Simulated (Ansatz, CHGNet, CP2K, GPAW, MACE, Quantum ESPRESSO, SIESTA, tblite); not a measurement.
## Codes compared on phosphorene, 3 layers, N on P sites (72 atoms)

Wanted: errors and costs of other methods on phosphorene, 3 layers, N on P sites (72 atoms). A plane-wave run serves as the reference.

Calculated with Ansatz 0.2.0; Kohn-Sham DFT, PBE, PAW, plane waves.

### Step 1. Set-up

The cell holds 72 atoms: 48 P and 24 N. Its edges and angles: a = 10.340 Å, b = 9.102 Å, c = 29.176 Å, α = 90.0°, β = 90.0°, γ = 90.0°. It derives from P (phosphorene). 3 layers of phosphorene (a = 3.314 Å), 3 x 2 cells, biaxial strain +4 %, every second layer slid by 0.500 of a1; facing planes 3.38, 3.4 Å apart; 16 Å of vacuum; 24 of 72 P replaced by N at random; displaced by a Gaussian of 0.02 Å. Then every atom was moved at random, 0.02 Å r.m.s. a Cartesian component. Regions: layer 1, 24 atoms (18 P and 6 N); layer 2, 24 atoms (9 N and 15 P); layer 3, 24 atoms (9 N and 15 P). Vacuum lies along c.

Structure file:

```xyz
72
Lattice="10.3397 0.0000 0.0000 0.0000 9.1021 0.0000 0.0000 0.0000 29.1760" Properties=species:S:1:pos:R:3
P    10.2860    0.3831   10.1521
P     0.0051    8.7181    8.0062
N     1.7702    1.8916   10.1748
P     1.7371    2.6473    7.9324
P    10.3229    4.8873   10.1238
P    10.3269    4.1514    7.9691
P     1.7576    6.4419   10.1369
P     1.7705    7.2290    7.9837
P     3.4552    0.3161   10.1436
P     3.4558    8.7285    7.9691
P     5.1883    1.9366   10.1716
P     5.1996    2.6482    7.9756
P     3.4577    4.9841   10.1287
N     3.5029    4.2529    8.0228
N     5.1561    6.4683   10.1293
P     5.1583    7.2341    8.0187
P     6.8934    0.3688   10.1454
P     6.8486    8.7582    7.9452
N     8.6531    1.9338   10.1419
P     8.6703    2.6468    7.9578
P     6.9115    4.9221   10.1203
N     6.8567    4.1982    8.0111
N     8.5638    6.4818   10.0861
P     8.6079    7.1790    7.9893
N     1.6958    0.3685   15.6261
N     1.7695    8.6841   13.5409
P     3.4141    1.8980   15.7130
N     3.4430    2.6865   13.5172
P     1.6880    4.8880   15.6976
P     1.7285    4.2089   13.5073
P     3.4746    6.4615   15.6923
P     3.4011    7.1575   13.5228
N     5.1499    0.3594   15.6518
P     5.1556    8.7298   13.4583
P     6.8694    1.9298   15.6477
P     6.9114    2.6388   13.4851
P     5.1886    4.9217   15.6847
P     5.1892    4.1556   13.5403
N     6.8949    6.4100   15.6030
P     6.9115    7.1917   13.5059
N     8.6105    0.3381   15.6623
P     8.5950    8.7387   13.4994
P    10.3336    1.9198   15.6768
P     0.0168    2.6347   13.5053
N     8.6274    4.9442   15.6984
N     8.6243    4.1919   13.4957
P    10.3281    6.4852   15.6503
N    10.2913    7.1999   13.5648
N    10.2891    0.3539   21.1579
P     0.0113    8.7527   19.0665
N     1.7490    1.9103   21.1736
P     1.7169    2.6800   19.0038
P     0.0138    4.9442   21.1946
P     0.0365    4.2348   19.0861
N     1.7421    6.4972   21.1978
P     1.7464    7.1732   19.0394
P     3.4899    0.3547   21.1821
P     3.4760    8.7253   19.0239
N     5.1521    1.9367   21.1847
P     5.1742    2.6838   19.0405
P     3.4185    4.9244   21.1479
N     3.4579    4.1652   19.0277
N     5.1950    6.4142   21.1937
P     5.1512    7.1826   19.0721
P     6.8686    0.3788   21.1792
P     6.8993    8.7288   19.0513
N     8.6532    1.9024   21.2177
P     8.6686    2.6328   19.0137
P     6.8753    4.9160   21.1710
N     6.8910    4.1665   19.0942
P     8.6127    6.4846   21.1616
N     8.6081    7.2112   19.0703
```

### Step 2. Reference: Ansatz, plane waves

The PAW files are the set soft_2.

input.yaml reads:

```yaml
crystal:
  lattice:
    - [10.3397, 0.0, 0.0]
    - [0.0, 9.1021, 0.0]
    - [0.0, 0.0, 29.176]
  atoms:
    - { symbol: P, position: [0.99481, 0.04209, 0.34796] }
    - { symbol: P, position: [0.00049, 0.95781, 0.27441] }
    - { symbol: "N", position: [0.1712, 0.20782, 0.34874] }
    - { symbol: P, position: [0.168, 0.29084, 0.27188] }
    [... 62 atom lines left out ...]
    - { symbol: "N", position: [0.83689, 0.20901, 0.72723] }
    - { symbol: P, position: [0.83838, 0.28925, 0.65169] }
    - { symbol: P, position: [0.66494, 0.54009, 0.72563] }
    - { symbol: "N", position: [0.66646, 0.45775, 0.65445] }
    - { symbol: P, position: [0.83297, 0.71243, 0.72531] }
    - { symbol: "N", position: [0.83253, 0.79226, 0.65363] }
kpoints:
  mp_grid: { grid: [1, 1, 1] }
hamiltonian:
  xc: pbe
scf:
  occupations: { method: fermi_dirac, width: 0.05 }
output:
  forces: true
  eigenvalues: true
  populations: true
```

The run is started by

```
$ ansatz run input.yaml --threads 4 --pin off --max-ram 8192MiB --backend cpu --events-out ev --progress --plain --runs-dir out
```

Numbers of over 12 decimals in the logs are rounded to 6 here.

Log:

```text
[...]
Pseudopotentials: kind: paw
Pseudopotential: P, paw, valence charge 5, recommended cutoff 420 eV (normal), P.paw.azcp
Pseudopotential: N, paw, valence charge 5, recommended cutoff 420 eV (normal), N.paw.azcp
[...]
Crystal: 72 atoms, lattice volume = 2745.840 Å³
Basis set: ecut = 420 eV, 53541 PW (Γ), exchange–correlation on 144×128×400 points (8 copies of the dense FFT grid, shifted against one another)
Bands: 252, of which v1, the nominal top of the filled ones, is band 180 counted from 1 (179 counted from 0)
Symmetry: 1 space group operations
Space group: P1 (ITA 1), of the structure as read, at distance tolerance 1.4e-4 Å
k-points: 1
[...]
Initial density: superposition of atomic densities (neutral atoms: chi_scale 0, normalization atom), corrected by the library's trained network
Initial wavefunctions: pseudopotential atomic-orbital guess
[...]
SCF iter   1: F=—  HF=-45396.152408 eV  |F-HF|=—  |Δ(HF+E_count)|=         —  Δρ=5.83e-3  dr2=1.37e0  ethr=1.77e-3  ⟨swp⟩=7.0  Hψ=1231  notcnv=0  defer=1
preconditioner: auto → Resta (q_TF=auto, 1.945 Å⁻¹)  ε∞=4.0  [insulator: Δε(μ)=0.521 eV  Ē_g=7.773 eV  σ=0.050 eV  W_gap=0.99  n_scr=332 (ndim 8)  ℏωp=13.4 eV  f_vac=0.423  D(μ)=0.54/eV (n_scr^D=0)  ε∞_Penn≈4.0  vacuum switching on, ρ_ref=4.4e-3 e/Å³]
[...]
SCF iter  14: F=—  HF=-45395.972164 eV  |F-HF|=—  |Δ(HF+E_count)|=   7.06e-7  Δρ=2.24e-6  dr2=1.66e-7  ethr=1.52e-10  ⟨swp⟩=2.0  Hψ=301  notcnv=0  defer=44
SCF iter  15: F=-45395.972165 eV  HF=-45395.972164 eV  |F-HF|=1.84e-7  |Δ(HF+E_count)|=   3.56e-7  Δρ=1.20e-6  dr2=4.88e-8  ethr=2.78e-11  ⟨swp⟩=13.0  Hψ=1518  notcnv=0
SCF 1 converged in 15 iterations: F = -45395.972165 eV  dr2 = 4.88e-8
[...]
SCF converged after 15 iterations
Free energy (F): -45395.972165 eV
Harris-Foulkes:  -45395.972164 eV  (|F-HF|=1.84e-7)
Internal energy: -45395.950769 eV  (E = F + TS)
E sigma→0 (E₀):  -45395.961467 eV
Entropy (-TS):   -0.021396 eV (-0.297 meV/atom)
Fermi energy:    -0.546582 eV
--- Per-component energies (eV) ---
[...]
Σ components = -45395.972165   (vs F -45395.972165, Δ=0.00e0)
--- Forces (eV/Å), atoms counted from 1 ---
  atom   1  P      0.13571015     2.65821607    -0.34681095
  atom   2  P     -0.22817115    -0.16596177     0.52681146
  atom   3  N     -0.21299360    -2.02912155    -2.76648939
  atom   4  P      1.10171006     1.10084403     2.77984406
[...]
atom  72  N      0.07108898     2.16452234     2.61202682
  max |Σ_I F_I| component: 1.05e-4 eV/Å
--- Band table (eV) ---
  k-point 0: bands = ["-14.9278", "-14.8811", "-14.8046", "-14.4020", [... 236 levels ...], "2.3908", "2.4454", "2.4766", "2.5442", "2.5528", "2.6278", "2.6489", "2.6771", "2.6880", "2.7207", "2.7398", "2.8038"]
--- Löwdin populations: 72 sites ---
  site symbol       q [e]
     0      P      4.6009
     1      P      4.9418
     2      N      5.4831
[...]
71      N      5.4691
  spilling = 0.009581 (of n_electrons = 360.000000)
```

Elapsed: 29 s, on 4 threads of Arm Neoverse V1, shared host; peak memory 2.3 GiB; 1.9 min of CPU time.

Read from the output:

- free energy: -45395.9722 eV
- free energy per atom: -630.4996 eV/atom
- SCF cycles: 15
- r.m.s. force component: 1.578 eV/Å
- longest force: 3.85 eV/Å
- Fermi energy: -0.5466 eV
- gap (highest filled to lowest empty level): 0.3862 eV
- levels partly filled by over 2 per cent: 2
- spilling of the projection: 0.009581

Length of the force by element:

```tsv
element	coordination	atoms	mean length of the force (eV/Å)	spread	least	most
N	all	24	3.35	0.253	2.86	3.85
P	all	48	2.18	0.884	0.598	3.59
```

Löwdin charges by element (they lack the spilled electrons, 0.048 e an atom on average):

```tsv
element	coordination	atoms	mean charge (e)	spread	least	most
N	all	24	-0.422	0.0912	-0.525	-0.231
P	all	48	0.283	0.130	0.0582	0.563
```

By region:

```tsv
region	atoms	mean length of the force (eV/Å)
layer 1	24	2.29
layer 2	24	2.64
layer 3	24	2.80
```

The levels nearest the highest filled one (over half full), pooled over k-points and spins:

```tsv
level less the highest filled one (eV)	occupation
-0.624	2
-0.601	2
-0.560	2
-0.317	2
-0.164	2.00
0	1.96
0.386	0.041
0.583	0.001
0.617	0
0.669	0
0.799	0
0.822	0
```

### Step 3. Local order

Normalised to the volume that the atoms fill. Pair distribution functions g(r), in bins of 0.2 Å:

```tsv
r (Å)	total	P-P	P-N	N-N
2.20	2.42	2.03	3.12	1.17
2.40	2.10	1.91	2.54	1.09
2.60	0.00	0.00	0.00	0.00
2.80	0.00	0.00	0.00	0.00
3.00	0.00	0.00	0.00	0.00
3.20	0.00	0.00	0.00	0.00
3.40	2.38	2.30	2.34	2.83
3.60	2.77	3.00	2.50	2.99
3.80	0.60	0.61	0.67	0.27
4.00	0.77	0.82	0.64	1.10
4.20	0.91	0.75	1.19	0.46
4.40	0.51	0.44	0.62	0.40
4.60	0.67	0.69	0.67	0.57
4.80	0.00	0.00	0.00	0.00
5.00	0.00	0.00	0.00	0.00
5.20	0.12	0.14	0.11	0.07
5.40	1.55	1.43	1.72	1.30
5.60	1.10	1.10	1.10	1.13
5.80	1.59	1.60	1.54	1.74
6.00	1.23	1.24	1.19	1.37
6.20	0.60	0.65	0.55	0.56
6.40	0.53	0.54	0.53	0.49
6.60	0.71	0.76	0.63	0.86
6.80	0.44	0.46	0.36	0.69
7.00	0.15	0.13	0.14	0.25
7.20	0.92	0.91	0.91	1.06
7.40	1.36	1.29	1.50	1.13
7.60	0.55	0.53	0.60	0.45
```

### Step 4. The ladder

The programs:
- CHGNet: machine-learned potential, published weights.
- CP2K 2026.2: Gaussian basis with GTH pseudopotentials and a plane-wave density; labels give functional, basis (MOLOPT sets; SR short-range, UZH the newer set with its own potentials), grid cutoff/relative cutoff and solver (OT: orbital transformation; TRS4, TC2, SIGN: linear-scaling purification with its sparsity filter), or its built-in tight binding.
- GPAW 26.7.0: PAW with atomic orbitals (LCAO), plane waves or a real-space grid of spacing h.
- MACE: machine-learned potential, published weights.
- Quantum ESPRESSO 7.5: plane waves; labels (QE) give functional, pseudopotential set and cutoffs of waves/density.
- SIESTA 5.4.2: numerical atomic orbitals, whose automatically made sets are far from complete, with PseudoDojo norm-conserving potentials that we converted to its format (checked against plane waves on the same files for H, C, O, Si, Ge and Ca alone); labels give functional, basis size, energy shift and mesh cutoff.
- tblite 0.8.0: extended tight binding, driven from Python.

All use the same cell and atoms; the electronic-structure runs use the same k-mesh, and an electronic temperature of 580 K (0.05 eV) where levels are smeared.

Differences are against the plane-wave reference, forces as r.m.s. over components; share is that over the reference's r.m.s. force, slope the least-squares factor from reference forces to these. Total energies of different programs have different zeros and aren't compared.

```tsv
run	Δ force, r.m.s. (meV/Å)	share (%)	slope	Δ gap (eV)	cores	CPU time	memory (GiB)
reference	-	-	-	-	4	1.9 min	2.3
CHGNet 0.3.0 potential	402	25.5	1.088	-	1	3.4 s	0.62
CHGNet r2SCAN potential	555	35.2	1.120	-	1	4 s	0.62
CP2K PBE, DZVP-UZH, 600/50 Ry, diagonalisation	60.1	3.81	0.977	-	2	9.7 min	7.3
CP2K PBE, TZVP-UZH, 600/50 Ry, diagonalisation	49.8	3.16	0.980	-	2	8.7 min	7.3
GPAW LDA, LCAO dzp, h 0.18 Å	98.3	6.23	1.018	-0.0375	1	2.2 min	1.9
GPAW PBE, LCAO dzp, h 0.18 Å	129	8.19	0.959	0.0299	1	3 min	1.9
GPAW PBE, LCAO dzp, h 0.18 Å, other mixer settings	129	8.15	0.959	0.0297	1	3 min	1.7
GPAW PBE, LCAO szp(dzp), h 0.18 Å (coarse)	486	30.8	0.877	0.150	1	2.6 min	1.9
GPAW PBE, grid h 0.2 Å	84.7	5.37	1.017	-0.0035	4	18 min	3.8
MACE MP-0b2 small potential	686	43.4	0.793	-	1	7.1 s	0.67
QE PBE, sssp-1.3.0-efficiency, 60/480 Ry	4.49	0.285	0.999	-	1	43 min	10.0
SIESTA PBE, DZP, shift 0.01 Ry, mesh 500 Ry	133	8.45	0.961	-	2	7.1 min	2.4
SIESTA PBE, TZP, shift 0.01 Ry, mesh 500 Ry	121	7.68	0.976	-	2	8.5 min	2.6
tblite GFN1-xTB	592	37.5	1.325	-	1	4.7 s	0.16
tblite GFN2-xTB	496	31.5	1.291	-	1	6.5 s	0.16
```

Rows marked coarse were listed beforehand as settings not expected to be converged; some can still land near the reference.

Times of the machine-learned potentials are mostly Python's start and the loading of weights.

CPU time is summed over cores on a shared host, where runs went side by side, so it is rough. Symmetry, cutoffs, thresholds, outputs and thread counts weren't matched or tuned between programs; memory under MPI is the largest rank's times the ranks.

Mean charges by element (e), by run and scheme:

```tsv
run	scheme	P	N
reference	Löwdin	+0.28	-0.42
CP2K PBE, DZVP-UZH, 600/50 Ry, diagonalisation	Mulliken	+0.23	-0.46
CP2K PBE, DZVP-UZH, 600/50 Ry, diagonalisation	Hirshfeld	+0.09	-0.18
CP2K PBE, TZVP-UZH, 600/50 Ry, diagonalisation	Mulliken	+0.22	-0.44
CP2K PBE, TZVP-UZH, 600/50 Ry, diagonalisation	Hirshfeld	+0.09	-0.18
SIESTA PBE, DZP, shift 0.01 Ry, mesh 500 Ry	Hirshfeld	+0.08	-0.16
SIESTA PBE, TZP, shift 0.01 Ry, mesh 500 Ry	Hirshfeld	+0.08	-0.16
tblite GFN1-xTB	Mulliken	+0.14	-0.28
tblite GFN2-xTB	Mulliken	+0.12	-0.24
```

The reference's Löwdin charges lack the electrons that the projection spills, 0.048 e an atom on average.

Within one program, basis, potentials and functional, energies share a zero. Each run against its twin at the usual cutoff or grid and solver:

```tsv
run	twin	Δ energy (meV/atom)	Δ force, r.m.s. (meV/Å)	CPU time over the twin's
GPAW PBE, LCAO dzp, h 0.18 Å, other mixer settings	LCAO dzp, h 0.18 Å	0	5.15	1
```

### Step 5. Results

```yaml
reference_r_m_s_force_component: 1.58 eV/Å
nearest_in_forces: QE PBE, sssp-1.3.0-efficiency, 60/480 Ry, 0.28 %
farthest_in_forces: MACE MP-0b2 small potential, 43 %
cheapest_electronic_structure_run_beside_the_reference: tblite GFN1-xTB, 4.7 s of CPU time
```

In words: PBE on plane waves or a grid with other potentials, cutoffs or grids, coarse settings apart, differs from the reference by 0.28 % (QE PBE, sssp-1.3.0-efficiency, 60/480 Ry) to 5.4 % (GPAW PBE, grid h 0.2 Å) of the r.m.s. force; this holds the reference's own error, so differences of a few per cent don't tell which side is nearer the exact PBE result (QE's 60 Ry are 816 eV, against the reference's 420 eV). The PBE runs in local orbitals, coarse settings apart, differ by 3.2 % (CP2K PBE, TZVP-UZH, 600/50 Ry, diagonalisation) to 8.5 % (SIESTA PBE, DZP, shift 0.01 Ry, mesh 500 Ry); basis, grid and potentials can all enter. Tight binding differs by 31 % (tblite GFN2-xTB) to 37 % (tblite GFN1-xTB); it is another model, with fitted parameters of its own, and the xTB methods hold dispersion. Machine-learned potentials differ by 25 % (CHGNet 0.3.0 potential) to 43 % (MACE MP-0b2 small potential); they were trained on other programs' data, some at another functional. Among those trained on PBE data the slope goes as low as 0.79, which softening far from their training structures can give, though the reference's k-sampling is untested too. Rows with another functional or a dispersion term differ by 6.2 % (GPAW LDA, LCAO dzp, h 0.18 Å), which mixes the change of model with differences of basis and potentials. Runs with settings chosen to be coarse differ by 31 % (GPAW PBE, LCAO szp(dzp), h 0.18 Å), their programs' other errors included. Of the electronic-structure runs that take under half the reference's CPU time, tblite GFN2-xTB comes nearest, at 31 % in 6.5 s against 1.9 min. At the same functional, gaps differ from the reference's 0.386 eV by between -0.00 and +0.15 eV. These are spacings on the run's k-points, which needn't hold the band edges. Charges hang on model, scheme and program or settings: among these rows the mean for N runs from -0.46 to -0.16 e. In the reference: filled and empty levels are parted by 0.386 eV at Γ alone; the mesh holds the band edges only if they fold onto it, so the gap at this level can be narrower or closed, while semilocal functionals tend to narrow gaps against experiment. 2 levels are partly filled, by over 2 %, under the smearing. In the reference: mean Löwdin charges: N -0.42, P +0.28 e (they miss 0.96 % of the electrons, so they add up to more than the cell's charge). Periodic xTB results under one method name differ between programs and library versions. Machine-learned potentials mimic data converged in k, so the reference's own k-point error enters their differences. The electronic-structure runs sample only Γ, in a cell whose shortest periodic width is 9 Å.

[Also dropped from logs without a mark: logging warnings of Python, and SIESTA's first energy breakdown and zero terms.]

[Logs are printed without paths, hosts, clocks, repeated set-up lines and the standing remarks that a program may print on its own settings, such as how far it seeks lower states.]

[Hosts, paths, dates, database ids (printed as entryN), source tags and the programs' standing remarks are cut or masked in the printed files.]
